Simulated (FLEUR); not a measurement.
# Co (c factor at fixed volume 1.1 on the database's cell): from one collinear state to anisotropy, part 2 of 2

Aim: the anisotropy of Co (c factor at fixed volume 1.1 on the database's cell) from single passes in the potential of one collinear state.

FLEUR MaX-R8.1; PBE; all-electron FLAPW, Dirac cores, scalar-relativistic bands.

So far. Step 2 (The magnetic state): After 20 cycles the largest moment stands at 1.70 μB.

## (5) Spin–orbit coupling, moments along [001]

Level of this step: PBE; all-electron FLAPW, Dirac cores, scalar-relativistic bands with spin-orbit coupling (FLEUR).

Spin–orbit coupling ties the spins to the lattice and lets orbital moments form.

A new self-consistent run of the start ferro ++, with the moments along z. The k list default-1 (kpts.xml, not shown) is a Γ-centred 27×27×13 mesh.

Input file inp.xml:

```
<?xml version="1.0" encoding="UTF-8" standalone="no"?>
<fleurInput fleurInputVersion="0.39">
   <comment>
      Co
   </comment>
   <calculationSetup>
      <cutoffs Kmax="3.73" Gmax="11.2" GmaxXC="11.2" numbands="74"/>
      <scfLoop itmax="110" minDistance="0.00002" maxIterBroyd="15" imix="Anderson" alpha="0.05" precondParam="0.0" spinf="2.0" sdNocoIR="T"/>
      <coreElectrons ctail="T" frcor="F" kcrel="0" coretail_lmax="0"/>
      <xcFunctional name="pbe" relativisticCorrections="F"/>
      <magnetism jspins="2"/>
      <soc l_soc="T" theta="0.0" phi="0.0" spav="F"/>
      <expertModes spex="0" secvar="F"/>
      <geometryOptimization l_f="F" forcealpha="1.0" forcemix="BFGS" epsdisp="0.00001" epsforce="0.00001"/>
      <ldaU l_linMix="F" mixParam="0.05" spinf="1.0"/>
   </calculationSetup>
   <cell>
      <bzIntegration valenceElectrons="34.0" mode="hist" fermiSmearingEnergy="0.00183747">
         <kPointListSelection listName="default-1"/>
         <xi:include xmlns:xi="http://www.w3.org/2001/XInclude" href="kpts.xml"> </xi:include>
      </bzIntegration>
      <xi:include xmlns:xi="http://www.w3.org/2001/XInclude" href="sym.xml"> </xi:include>
      <bulkLattice scale="1.0">
         <bravaisMatrix>
            <row-1>    4.5177911098776011     0.0000000004346370     0.0000000000000000</row-1>
            <row-2>   -2.2588955553167458     3.9125218699209641     0.0000000000000000</row-2>
            <row-3>    0.0000000000000000     0.0000000000000000     8.4600959899604931</row-3>
         </bravaisMatrix>
      </bulkLattice>
   </cell>
   <atomSpecies>
      <species name="Cobalt (Co2.000" element="Co" atomicNumber="27">
         <mtSphere radius="2.2" gridPoints="727" logIncrement="0.017"/>
         <atomicCutoffs lmax="8" lnonsphr="6"/>
         <electronConfig flipSpins="F">
            <coreConfig>(1s1/2) (2s1/2) (2p1/2) (2p3/2)</coreConfig>
            <valenceConfig>(3s1/2) (3p1/2) (3p3/2) (4s1/2) (3d3/2) (3d5/2)</valenceConfig>
            <stateOccupation state="(3d3/2)" spinUp="1.5" spinDown="1.3"/>
            <stateOccupation state="(3d5/2)" spinUp="3.0" spinDown="1.2"/>
         </electronConfig>
         <energyParameters s="4" p="4" d="3" f="4"/>
         <lo type="SCLO" l="0" n="3" eDeriv="0"/>
         <lo type="SCLO" l="1" n="3" eDeriv="0"/>
      </species>
   </atomSpecies>
   <atomGroups>
      <atomGroup species="Cobalt (Co2.000">
         <relPos label="                   1">1.000/3.000 -1.000/3.000 1.000/4.000</relPos>
         <relPos label="                   2">-1.000/3.000 1.000/3.000 -1.000/4.000</relPos>
         <force calculate="T" relaxXYZ="TTT"/>
      </atomGroup>
   </atomGroups>
   <output dos="F" band="F" slice="F">
      <bandDOS minEnergy="-.5*Htr" maxEnergy="0.5*Htr" sigma="0.015" storeEVData="T"/>
      <plotting iplot="0" polar="F">
         <plot TwoD="T" vec1="  1.0  0.0  0.0" vec2="  0.0  1.0  0.0" vec3="  0.0  0.0  1.0" zero="  0.0  0.0  0.0" file="plot"/>
      </plotting>
      <moessbauerParams electricFieldGradient="F" isomerShift="F" coreHyperfine="F" valenceHyperfine="F"/>
   </output>
</fleurInput>
```

Input file crystal.txt:

```
Co
&input film=F cartesian=F /
2.39071209900  0.00000000023  0.00000000000
-1.19535604970  2.07041741075  0.00000000000
0.00000000000  0.00000000000  4.47689000000
1.8897261246
1.0 1.0 1.0

2
27 0.33333333333  0.66666666667  0.25000000000 : 2.000
27 0.66666666667  0.33333333333  0.75000000000 : 2.000

&soc 0.0000000 0.0000000 /
&kpt div1=27 div2=27 div3=13 gamma=T /
```

Run with:

```
$ OMP_NUM_THREADS=1 inpgen -f crystal.txt > inpgen.log  # inp.xml is then edited as shown
$ OMP_NUM_THREADS=1 mpirun -n 4 fleur_MPI > fleur.log
```

The program printed:

```text
[banner, memory and clock lines left out]
Welcome to FLEUR        (www.flapw.de)
      MaX-Release 8.1          (www.max-centre.eu)

 ========== k-point set info ==========
 Selected k-point list: default-1
 k-point list type: mesh
 0 x 0 x 0
 Number of k points: 864

 [... set-up left out ...]
 Iteration:     1   Distance:       8.77938829 me/bohr^3
 Iteration:     2   Distance:       7.50451700 me/bohr^3
 Iteration:     3   Distance:       4.69965704 me/bohr^3
 Iteration:     4   Distance:       1.53145091 me/bohr^3
 Iteration:     5   Distance:       1.36537151 me/bohr^3
 Iteration:     6   Distance:       0.47461233 me/bohr^3
 Iteration:     7   Distance:       0.47268467 me/bohr^3
 Iteration:     8   Distance:       0.17585205 me/bohr^3
 Iteration:     9   Distance:       0.10871517 me/bohr^3
 Iteration:    10   Distance:       0.05386603 me/bohr^3
 Iteration:    11   Distance:       0.01335753 me/bohr^3
 Iteration:    12   Distance:       0.00405324 me/bohr^3
 Iteration:    13   Distance:       0.00114308 me/bohr^3
 Iteration:    14   Distance:       0.00102411 me/bohr^3
 Iteration:    15   Distance:       0.00018078 me/bohr^3
 Iteration:    16   Distance:       0.00017326 me/bohr^3
 Iteration:    17   Distance:       0.00006262 me/bohr^3
 Iteration:    18   Distance:       0.00002001 me/bohr^3
 Iteration:    19   Distance:       0.00000586 me/bohr^3

 ********************************************************************
 Run finished successfully
 Stop message:
   all done
 ********************************************************************

--- out.xml (last complete iteration) ---
<iteration numberForCurrentRun="   19" overallNumber="   19">
         [... left out ...]
         <bandgap value="0.0002045975" units="eV"/>
         <sumValenceSingleParticleEnergies value="-29.1024670277" units="Htr"/>
         <FermiEnergy value="0.3628389009" units="Htr"/>
         [... left out ...]
         <magneticMomentsInMTSpheres units="muBohr">
            <globalMagMoment atomType="1" vec="0.00000   0.00000   1.72204"/>
         </magneticMomentsInMTSpheres>
         <orbitalMomentsInMTSpheres units="muBohr">
            <globalMagMoment atomType="1" vec="0.00000   0.00000   0.06507"/>
         </orbitalMomentsInMTSpheres>
         [... left out ...]
         <totalEnergy value="    -2786.9416335681" units="Htr">
            <sumOfEigenvalues value="    -1604.0825389100">
               <coreElectrons value="-1574.9800718823"/>
               <valenceElectrons value="-29.1024670277"/>
            </sumOfEigenvalues>
         [... left out ...]
            <freeEnergy value="-2786.9423267698"/>
            <extrapolationTo0K value="-2786.9419801690"/>
         </totalEnergy>
         <densityConvergence units="me/bohr^3">
            <chargeDensity spin="1" distance="0.0000014719"/>
            <chargeDensity spin="2" distance="0.0000050228"/>
            <overallChargeDensity distance="0.0000045217"/>
            <spinDensity distance="0.0000058603"/>
         </densityConvergence>
      </iteration>
```

The job ended after 4.5 min (4 MPI ranks of Intel Xeon 6975P-C (Granite Rapids), shared host; peak memory 0.84 GiB; 18 min of CPU time).

Numbers from this step:

| Quantity | Value |
| --- | --- |
| free energy | -75836.5641 eV |
| program's band gap on this mesh (in a metal only a level spacing) | 2.05e-4 eV |
| magnetization | 3.314 μB |
| final state | ferromagnetic |
| largest moment | 1.722 μB |
| orbital moment along the spin | 0.06507 μB |

Orbital moment in the sphere, along the spin axis by atom:

```
atom  orbital moment in the sphere, along the spin axis (μB)
 Co1                                                  0.0651
 Co2                                                  0.0651
```

## (6) Summary of results

| Property | Result |
| --- | --- |
| reference state | ferromagnetic |
| largest sphere moment | 1.70 μB |
| easy direction of those tried | the plane normal to [001] |
| energy along [100] less [001], force theorem | -0.302 meV a primitive cell |
| orbital moment on the atom of largest spin, along its spin (spin–orbit run) | 0.0651 μB |

In words: By the force theorem the moments prefer the plane normal to [001], with no direction in it resolved; shape anisotropy is not in it. The difference for the second direction goes from -0.22 meV (mesh 18×18×9, 74 states, 4.8 min of CPU time) to -0.30 meV (mesh 27×27×13, 74 states, 16 min), so it is not converged. The orbital moment is parallel to the spin, as Hund's third rule has it for a shell over half filled. The state was typed, and no other order was converged beside it, so it need not be the ground state.

[Logs and program files are shortened in this print: banners, set-up blocks, solver, clock and traceback lines can be left out without a mark of their own.]

[Logs are printed without paths, hosts, clocks, repeated set-up lines and the standing remarks that a program may print on its own settings, such as how far it seeks lower states.]

[Hosts, paths, dates, database ids (printed as entryN), source tags and the programs' standing remarks are cut or masked in the printed files.]

[Where a cell is said to come from a database of computed structures, the database is the Materials Project.]
